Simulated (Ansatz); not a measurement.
# K on W(110): change of the work function, part 4 of 4

How does one ordered layer of K (top site) change the work function of W(110), and what dipole does each adsorbate carry?

Ansatz 0.2.0; plane-wave DFT, RPBE, Ansatz PAW.

So far, work function, upper face (eV): step 2 (the clean slab) 4.73; step 3 (the covered slab) 1.70; step 5 (the slab at 0.25 ML, atoms frozen) 1.71; step 6 (the substrate of the 0.25 ML cell alone) 4.75; step 7 (the adsorbate layer of the 0.25 ML cell alone) 2.39.

## 9. The same run with other settings: efield.ramp_width = 0.04

This step: plane-wave DFT, RPBE, Ansatz PAW (Ansatz 0.2.0).

System of this step: KW16 (K/W(110)). The cell holds 17 atoms: 16 W and 1 K. Cell: a = 5.473 Å, b = 5.473 Å, c = 28.566 Å, α = 90.0°, β = 90.0°, γ = 70.5°. Vacuum lies along c.

A run with a changed input: it repeats the earlier run at 0.25 ML with efield.ramp_width from 0.06 to 0.04; its output block differs too.

Input file input.yaml:

```yaml
crystal:
  lattice:
    - [4.468914857, -3.16, 0.0]
    - [4.468914857, 3.16, 0.0]
    - [0.0, 0.0, 28.5663942426]
  atoms:
    - { symbol: W, position: [0.0, 0.0, 0.3150555133] }
    - { symbol: W, position: [0.25, 0.25, 0.3932753057] }
    - { symbol: W, position: [0.0, 0.0, 0.473432931] }
    - { symbol: W, position: [0.25, 0.25, 0.5507833473] }
    - { symbol: W, position: [0.0, 0.5, 0.3150555133] }
    - { symbol: W, position: [0.25, 0.75, 0.3932753057] }
    - { symbol: W, position: [0.0, 0.5, 0.473432931] }
    - { symbol: W, position: [0.25, 0.75, 0.5507833473] }
    - { symbol: W, position: [0.5, 0.0, 0.3150555133] }
    - { symbol: W, position: [0.75, 0.25, 0.3932753057] }
    - { symbol: W, position: [0.5, 0.0, 0.473432931] }
    - { symbol: W, position: [0.75, 0.25, 0.5507833473] }
    - { symbol: W, position: [0.5, 0.5, 0.3150555133] }
    - { symbol: W, position: [0.75, 0.75, 0.3932753057] }
    - { symbol: W, position: [0.5, 0.5, 0.473432931] }
    - { symbol: W, position: [0.75, 0.75, 0.5507833473] }
    - { symbol: K, position: [0.25, 0.25, 0.6849444867] }
kpoints:
  mp_grid: { grid: [6, 6, 1] }
hamiltonian:
  xc: rpbe
scf:
  occupations: { method: fermi_dirac, width: 0.1 }
  convergence: { dr2_threshold: 1.0e-08 }
efield:
  axis: 3
  dipole_correction: true
  ramp_position: 0.97
  ramp_width: 0.04
relax:
  f_tol: 0.02
  max_steps: 60
  constraints: [{ sites: [0, 1, 4, 5, 8, 9, 12, 13] }]
output:
  bader: true
  dos: { projected: true, e_range: [-8, 4] }
  write_potential: true
  write_density: true
  volumetric_format: npy
```

The run is started by

```console
$ ansatz run input.yaml --threads 4 --pin off --max-ram 6144MiB --backend cpu --events-out ev --progress --plain --runs-dir out
```

Numbers of over 12 decimals in the logs are rounded to 6 here.

Log:

```text
[...]
Crystal: 17 atoms, lattice volume = 806.816 Å³
Basis set: ecut = 420 eV, 15739 PW (Γ), exchange–correlation on 80×80×384 points (8 copies of the dense FFT grid, shifted against one another)
Bands: 140, of which v1, the nominal top of the filled ones, is band 117 counted from 1 (116 counted from 0)
Symmetry: 4 space group operations
[...]
k-points: 13 of 36
[...]
SCF iter   1: F=—  HF=-167894.475559 eV  |F-HF|=—  |Δ(HF+E_count)|=         —  Δρ=1.29e-2  dr2=7.25e1  ethr=1.77e-3  p=0.763 e·Å  D=1.71e-1 V/Å  ΔV_dip=-4.89 eV  dr2_dipole=6.79e1  V_vac-E_F(+/−)=0.48/5.37 eV  ⟨swp⟩=10.5  Hψ=9540  notcnv=0
[...]
SCF iter  13: F=-167892.868440 eV  HF=-167892.868440 eV  |F-HF|=7.01e-9  |Δ(HF+E_count)|=   2.17e-8  Δρ=3.64e-7  dr2=3.21e-9  ethr=4.29e-12  p=0.405 e·Å  D=9.08e-2 V/Å  ΔV_dip=-2.59 eV  dr2_dipole=2.60e-12  V_vac-E_F(+/−)=2.17/4.77 eV  ⟨swp⟩=10.1  Hψ=14751  notcnv=0
SCF 1 converged in 13 iterations: F = -167892.868440 eV  dr2 = 3.21e-9
[...]
relax step   1: F+E_penalty+E_count = -167892.86844008 eV  Δ(F+E_penalty+E_count) = +0.000e0 eV  max|allowed force component| = 4.923e-1 eV/Å  Δτ_max = 0.0000 Å  (13 SCF iters, accepted)
[...]
SCF iter  11: F=-167892.893403 eV  HF=-167892.893403 eV  |F-HF|=5.82e-10  |Δ(HF+E_count)|=   3.75e-9  Δρ=2.59e-7  dr2=2.45e-9  ethr=4.29e-12  p=0.414 e·Å  D=9.29e-2 V/Å  ΔV_dip=-2.65 eV  dr2_dipole=2.90e-11  V_vac-E_F(+/−)=2.11/4.77 eV  ⟨swp⟩=10.4  Hψ=11587  notcnv=0
SCF 2 converged in 11 iterations: F = -167892.893403 eV  dr2 = 2.45e-9
relax step   2: F+E_penalty+E_count = -167892.89340281 eV  Δ(F+E_penalty+E_count) = -2.496e-2 eV  max|allowed force component| = 5.033e-1 eV/Å  Δτ_max = 0.0934 Å  (11 SCF iters, accepted)
SCF iter   1: F=—  HF=-167893.015037 eV  |F-HF|=—  |Δ(HF+E_count)|=         —  Δρ=1.73e-3  dr2=1.51e-1  ethr=8.46e-4  p=0.414 e·Å  D=9.29e-2 V/Å  ΔV_dip=-2.65 eV  dr2_dipole=1.10e-3  V_vac-E_F(+/−)=2.12/4.78 eV  ⟨swp⟩=4.5  Hψ=3918  notcnv=0
[...]
SCF iter  11: F=-167893.007779 eV  HF=-167893.007779 eV  |F-HF|=6.11e-10  |Δ(HF+E_count)|=   1.04e-8  Δρ=4.13e-7  dr2=4.86e-9  ethr=4.29e-12  p=0.435 e·Å  D=9.76e-2 V/Å  ΔV_dip=-2.79 eV  dr2_dipole=5.65e-10  V_vac-E_F(+/−)=1.98/4.77 eV  ⟨swp⟩=12.5  Hψ=13885  notcnv=0
SCF 3 converged in 11 iterations: F = -167893.007779 eV  dr2 = 4.86e-9
relax step   3: F+E_penalty+E_count = -167893.00777905 eV  Δ(F+E_penalty+E_count) = -1.144e-1 eV  max|allowed force component| = 3.891e-1 eV/Å  Δτ_max = 0.1959 Å  (11 SCF iters, accepted)
[...]
relax step   4: F+E_penalty+E_count = -167893.06794245 eV  Δ(F+E_penalty+E_count) = -6.016e-2 eV  max|allowed force component| = 1.890e-1 eV/Å  Δτ_max = 0.1951 Å  (11 SCF iters, accepted)
[...]
relax step   5: F+E_penalty+E_count = -167893.08133522 eV  Δ(F+E_penalty+E_count) = -1.339e-2 eV  max|allowed force component| = 1.311e-1 eV/Å  Δτ_max = 0.1952 Å  (11 SCF iters, accepted)
SCF iter   1: F=—  HF=-167893.083972 eV  |F-HF|=—  |Δ(HF+E_count)|=         —  Δρ=4.58e-4  dr2=1.59e-2  ethr=2.04e-5  p=0.488 e·Å  D=1.09e-1 V/Å  ΔV_dip=-3.13 eV  dr2_dipole=2.19e-3  V_vac-E_F(+/−)=1.64/4.77 eV  ⟨swp⟩=3.2  Hψ=3555  notcnv=0
[...]
SCF iter  10: F=-167893.083964 eV  HF=-167893.083964 eV  |F-HF|=3.58e-9  |Δ(HF+E_count)|=   4.63e-9  Δρ=2.05e-7  dr2=3.90e-9  ethr=4.29e-12  p=0.480 e·Å  D=1.08e-1 V/Å  ΔV_dip=-3.07 eV  dr2_dipole=1.99e-9  V_vac-E_F(+/−)=1.70/4.77 eV  ⟨swp⟩=10.4  Hψ=11560  notcnv=0
SCF 6 converged in 10 iterations: F = -167893.083964 eV  dr2 = 3.90e-9
relax step   6: F+E_penalty+E_count = -167893.08396382 eV  Δ(F+E_penalty+E_count) = -2.629e-3 eV  max|allowed force component| = 1.463e-2 eV/Å  Δτ_max = 0.0485 Å  (10 SCF iters, accepted)
[...]
SCF converged after 10 iterations
Free energy (F): -167893.083964 eV
[...]
Internal energy: -167892.659242 eV  (E = F + TS)
E sigma→0 (E₀):  -167892.871603 eV
Entropy (-TS):   -0.424722 eV (-24.984 meV/atom)
Fermi energy:    5.400575 eV
Dipole field:    D = 0.107619 V/Å  (p = 0.479847 e·Å, saw-weighted, corrected)
Work function:   Φ+ = 1.6967 eV   Φ− = 4.7711 eV
[...]
--- Forces (eV/Å), atoms counted from 1 ---
  atom   1  W      0.00261797     0.00000000     0.22321235
  atom   2  W      0.00000000     0.00000000    -0.21049828
  atom   3  W      0.00426951    -0.00000000     0.00234694
  atom   4  W     -0.00000000     0.00000000     0.01463430
  atom   5  W     -0.00000000     0.00154513     0.21415222
  atom   6  W      0.00000000    -0.00000000    -0.21116820
  atom   7  W      0.00000000    -0.00580454     0.00086311
  atom   8  W     -0.00000000    -0.00000000     0.00008715
  atom   9  W     -0.00000000    -0.00154513     0.21415222
  atom  10  W      0.00000000     0.00000000    -0.21116820
  atom  11  W     -0.00000000     0.00580454     0.00086311
  atom  12  W      0.00000000     0.00000000     0.00008715
  atom  13  W     -0.00261797    -0.00000000     0.22321235
  atom  14  W      0.00000000     0.00000000    -0.25635326
  atom  15  W     -0.00426951     0.00000000     0.00234694
  atom  16  W     -0.00000000     0.00000000     0.00069044
  atom  17  K      0.00000000     0.00000000    -0.00750128
  max |Σ_I F_I| component: 4.09e-5 eV/Å
--- Band table (eV; the first three rows and the last of 13) ---
  k-point 0: bands = [... 113 lower, 5.9126, 5.9206, 6.0074, 6.0743, 6.0857, 6.2757, 6.4356, 6.5419, ... 19 higher]
  k-point 1: bands = [... 113 lower, 5.4334, 5.5683, 5.6311, 5.6830, 5.8614, 6.4471, 6.5175, 6.6046, ... 19 higher]
  k-point 2: bands = [... 113 lower, 4.9059, 4.9806, 5.3365, 5.3872, 5.6220, 5.8567, 5.9502, 6.0947, ... 19 higher]
  k-point 12: bands = [... 113 lower, 4.6323, 4.6348, 4.7163, 4.8746, 4.8937, 5.0030, 5.0254, 5.4584, ... 19 higher]
--- Relaxed structure (6 steps of the walk, 6 accepted, 0 SCFs on fresh bases) ---
  F+E_penalty+E_count = -167893.08396382 eV   max|allowed force component| = 1.463e-2 eV/Å
  atoms:
    - { symbol: W, position: [0.0, 0.0, 0.315056] }
    - { symbol: W, position: [0.25, 0.25, 0.393275] }
    - { symbol: W, position: [-0.000595109, -0.000595109, 0.473307] }
    - { symbol: W, position: [0.25, 0.25, 0.549307] }
    - { symbol: W, position: [-5.551115123125783e-17, 0.5, 0.315056] }
    - { symbol: W, position: [0.250000, 0.75, 0.393275] }
    - { symbol: W, position: [-0.000863379, 0.500863, 0.473148] }
    - { symbol: W, position: [0.250000, 0.75, 0.551665] }
    - { symbol: W, position: [0.5, -5.551115123125783e-17, 0.315056] }
    - { symbol: W, position: [0.75, 0.250000, 0.393275] }
    - { symbol: W, position: [0.500863, -0.000863379, 0.473148] }
    - { symbol: W, position: [0.75, 0.250000, 0.551665] }
    - { symbol: W, position: [0.5, 0.5, 0.315056] }
    - { symbol: W, position: [0.75, 0.75, 0.393275] }
    - { symbol: W, position: [0.500595, 0.500595, 0.473307] }
    - { symbol: W, position: [0.75, 0.75, 0.551809] }
    - { symbol: K, position: [0.25, 0.25, 0.662850] }
--- Bader charges: 17 sites ---
  site symbol  charge [e]  shift [e]
     0      W     -0.0569     0.0000
     1      W      0.0507     0.0000
     2      W      0.0526     0.0000
     3      W     -0.2352     0.0000
     4      W     -0.0562     0.0000
     5      W      0.0548     0.0000
     6      W      0.0480     0.0000
     7      W     -0.2068     0.0000
     8      W     -0.0562     0.0000
     9      W      0.0548     0.0000
    10      W      0.0480     0.0000
    11      W     -0.2068     0.0000
    12      W     -0.0569     0.0000
    13      W      0.0592     0.0000
    14      W      0.0526     0.0000
    15      W     -0.1751     0.0000
    16      K      0.6296     0.0000
  estimated error of the sums over rays = 8.8e-4 e
```

Wall time 11 min (4 threads of Arm Neoverse N1, shared host); peak memory 3.2 GiB.

The steps of the relaxation:

| step | energy less that of the first step (eV) | largest force component (eV/Å) |
| --- | --- | --- |
| 1 | 0.0000 | 0.4923 |
| 2 | -0.0250 | 0.5033 |
| 3 | -0.1393 | 0.3891 |
| 4 | -0.1995 | 0.1890 |
| 5 | -0.2129 | 0.1311 |
| 6 | -0.2155 | 0.0146 |

The run keeps the 4 symmetry operations that it works with, so distortions that break them were not tested.

The atoms that moved most (Å):

| atom | dx | dy | dz | length |
| --- | --- | --- | --- | --- |
| K17 | 0.000 | 0.000 | -0.631 | 0.631 |
| W4 | 0.000 | 0.000 | -0.042 | 0.042 |
| W16 | 0.000 | 0.000 | 0.029 | 0.029 |
| W12 | 0.000 | 0.000 | 0.025 | 0.025 |
| W8 | 0.000 | 0.000 | 0.025 | 0.025 |
| W7 | 0.000 | 0.005 | -0.008 | 0.010 |
| W11 | 0.000 | -0.005 | -0.008 | 0.010 |
| W3 | -0.005 | 0.000 | -0.004 | 0.006 |

The relaxed structure:

```
W K
1.0
     4.46891   -3.16000    0.00000
     4.46891    3.16000    0.00000
     0.00000    0.00000   28.56639
W K
16 1
Cartesian
  0.0000 0.0000 9.0000
  2.2345 0.0000 11.2345
  -0.0053 0.0000 13.5207
  2.2345 0.0000 15.6917
  2.2345 1.5800 9.0000
  4.4689 1.5800 11.2345
  2.2345 1.5855 13.5161
  4.4689 1.5800 15.7591
  2.2345 -1.5800 9.0000
  4.4689 -1.5800 11.2345
  2.2345 -1.5855 13.5161
  4.4689 -1.5800 15.7591
  4.4689 0.0000 9.0000
  6.7034 0.0000 11.2345
  4.4742 0.0000 13.5207
  6.7034 0.0000 15.7632
  2.2345 0.0000 18.9352
```

Numbers from this step:

* energy at zero smearing: -167892.8716 eV
* work function, upper face: 1.697 eV
* work function, lower face: 4.771 eV
* dipole along the normal: 0.4798 e·Å
* step between the vacuum levels: -3.074 eV

The density of states has structure finer than the step of the table below, so its rows give means over 0.25 eV, whole bins alone (the curve runs from -8 to 1.8 eV). Peaks (eV: height): -4.540: 28.2, -3.100: 35.1, -2.830: 29.7, -2.740: 27.7, -2.590: 26.0, -1.980: 28.7, -1.650: 26.5.

Table of density of states by energy, zero at the Fermi level; means over each step:

energy (eV), density of states (states/eV a cell) and a bar:
```
    -7.75        0.9 
    -7.50        1.9 #
    -7.25        2.0 #
    -7.00        2.3 ##
    -6.75        2.1 ##
    -6.50        1.7 #
    -6.25        4.4 #####
    -6.00        5.1 ######
    -5.75       10.8 #############
    -5.50        8.4 ##########
    -5.25       10.9 #############
    -5.00       11.6 ##############
    -4.75       13.3 ################
    -4.50       20.3 #########################
    -4.25       12.8 ################
    -4.00       12.1 ###############
    -3.75        8.7 ##########
    -3.50        8.3 ##########
    -3.25       20.1 #########################
    -3.00       22.6 ############################
    -2.75       23.7 ##############################
    -2.50       19.9 #########################
    -2.25       19.3 ########################
    -2.00       22.8 #############################
    -1.75       22.0 ############################
    -1.50       22.3 ############################
    -1.25       14.7 ##################
    -1.00       14.4 ##################
    -0.75       10.0 ############
    -0.50       13.7 #################
    -0.25       10.2 ############
     0.00       13.5 ################
     0.25       13.7 #################
     0.50       14.9 ##################
     0.75       14.4 ##################
     1.00       18.3 #######################
     1.25       20.6 ##########################
     1.50       20.7 ##########################
```

Projected DOS per atom over height of the atomic layer and energy from the Fermi level. Layers: W4 W4 W4 W4 K from below.

Ten even steps from '_' (0.00 states/eV) to '@' (1.70 states/eV), each cell a mean:
```
**####++..
****++**--
++----++--
++::--++--
==::::==..
++::::++..
##::::**..
@@++++@@::
%%****@@__
##****%%__
##@@@@##__
==####==__
--------__
==++++==__
==####++__
::++++::__
::====::__
..::::..__
__....____
__..______
__________
__________
```
Columns: height of the atomic layer (Å) from 9 to 18.9 (not evenly spaced); rows upwards: energy from the Fermi level (eV) from -7.96 to 1.75.

| quantity | this run | earlier run | difference |
| --- | --- | --- | --- |
| work function, upper face (eV) | 1.697 | 1.697 | -3.8e-4 |
| work function, lower face (eV) | 4.771 | 4.771 | 3.2e-5 |
| dipole along the normal (e·Å) | 0.4798 | 0.4798 | 6.7e-5 |

Nothing in the table moves by 0.01 in its unit (for the dipole 0.5 % and 5e-5 e·Å).

## 10. Varying the input

System of this step: W(110). The cell holds 4 atoms: 4 W. Its edges and angles: a = 2.737 Å, b = 2.737 Å, c = 24.703 Å, α = 90.0°, β = 90.0°, γ = 70.5°. Vacuum lies along c.

An input spoilt on purpose, to show how the run answers: it repeats the earlier run at 0 ML with efield.ramp_position from 0.97 to 0.475, and scf.max_iter set to 50.

Input file input.yaml:

```yaml
crystal:
  lattice:
    - [2.2344574285, -1.58, 0.0]
    - [2.2344574285, 1.58, 0.0]
    - [0.0, 0.0, 24.7033722856]
  atoms:
    - { symbol: W, position: [0.0, 0.0, 0.3643227287] }
    - { symbol: W, position: [0.5, 0.5, 0.4547742429] }
    - { symbol: W, position: [0.0, 0.0, 0.5452257571] }
    - { symbol: W, position: [0.5, 0.5, 0.6356772713] }
kpoints:
  mp_grid: { grid: [12, 12, 1] }
hamiltonian:
  xc: rpbe
scf:
  occupations: { method: fermi_dirac, width: 0.1 }
  convergence: { dr2_threshold: 1.0e-08 }
  max_iter: 50
efield:
  axis: 3
  dipole_correction: true
  ramp_position: 0.475
  ramp_width: 0.06
relax:
  f_tol: 0.02
  max_steps: 60
  constraints: [{ sites: [0, 1] }]
output:
  write_potential: true
  write_density: true
  volumetric_format: npy
```

Log:

```text
The last accepted step is kept in <dir> (removed where the run ends without a failure and the disk answers)
Engine: ansatz 0.2.0, aarch64-unknown-linux-gnu
Pseudopotentials: kind: paw
Pseudopotential: W, paw, valence charge 14, recommended cutoff 420 eV (normal), W.paw.azcp
Functional definition: RPBE
  parameter kappa = 0.804
  parameter beta = 0.066725
  exchange = rpbe_x(kappa = kappa, mu = beta*pi^2/3)
  correlation = pbe_c(beta = beta)
Crystal: 4 atoms, lattice volume = 174.428 Å³
Basis set: ecut = 420 eV, 3461 PW (Γ), exchange–correlation on 40×40×360 points (8 copies of the dense FFT grid, shifted against one another)
Bands: 34, of which v1, the nominal top of the filled ones, is band 28 counted from 1 (27 counted from 0)
Symmetry: 4 space group operations
k-points: 43 of 144
Non-local potential: W, projectors of the file, l = 0: 3, l = 1: 2, l = 2: 2, l = 3: 1
PAW form: soft (Blöchl's): semilocal exchange-correlation on the pseudo side does not see the compensation charge
PAW frozen core: W, regenerated for the run's functional, and the local potential with it (the file was generated under x = pbe(κ = 0.804, μ = 0.219515), c = pbe(β = 0.066725))
PAW one-centre angular grid: W, 590 points (default); XC on 64 Gauss nodes
Initial density: superposition of atomic densities (neutral atoms: chi_scale 0, normalization atom), corrected by the library's trained network
Initial wavefunctions: pseudopotential atomic-orbital guess
Functional: x = rpbe, c = pbe(β = 0.066725)
Error: efield: ion 2 (W) at fractional coordinate 0.5452 along the field axis lies inside the sawtooth ramp with 2 of the planes that the density is read on at each end, [0.4639, 0.5461] — the ramp must sit in vacuum (an ion there feels the fictitious reversed slope); set or move the ramp (efield.ramp_position / ramp_width) or move the geometry
```

The job ended after 0.37 s (4 threads; peak memory 0.32 GiB).

The program refused the input before any cycle.

The program's message: “Error: efield: ion 2 (W) at fractional coordinate 0.5452 along the field axis lies inside the sawtooth ramp with 2 of the planes that the density is read on at each end, [0.4639, 0.5461] — the ramp mu …”

The fault put into the input: the ramp among the atoms.

## 11. What came out

```json
{"work function of the clean face": "4.73 eV", "work function at 0.25 ML": "1.70 eV", "dipole per adsorbate at 0.25 ML, positive end outwards": "2.28 D", "step of the potential from the moved charge at 0.25 ML, upper less lower side, atoms held": "-3.05 eV"}
```

K lowers the work function of W(110) at the lowest coverage, by 3.04 eV: the adsorbate layer has its positive end outwards. One coverage alone was completed, so no trend follows. The slab has 4 layers, at the tabulated experimental lattice constant, one starting site was run, and quantum-size effects of a slab this thin can reach one or two tenths of an eV.

[Logs are printed without paths, hosts, clocks, repeated set-up lines and the standing remarks that a program may print on its own settings, such as how far it seeks lower states.]

[Hosts, paths, dates, database ids (printed as entryN), source tags and the programs' standing remarks are cut or masked in the printed files.]

[Maps of the electrostatic potential energy from Ansatz leave out the sawtooth potential of an applied field or a dipole correction, so their vacuum need not be flat; planar profiles and work functions include it.]

[The density of states shown here was stored with 400 of the rows of the run's finer table, so its peaks can read low, often by over a quarter, or be missed, and its means over a window can be off by a tenth or more.]
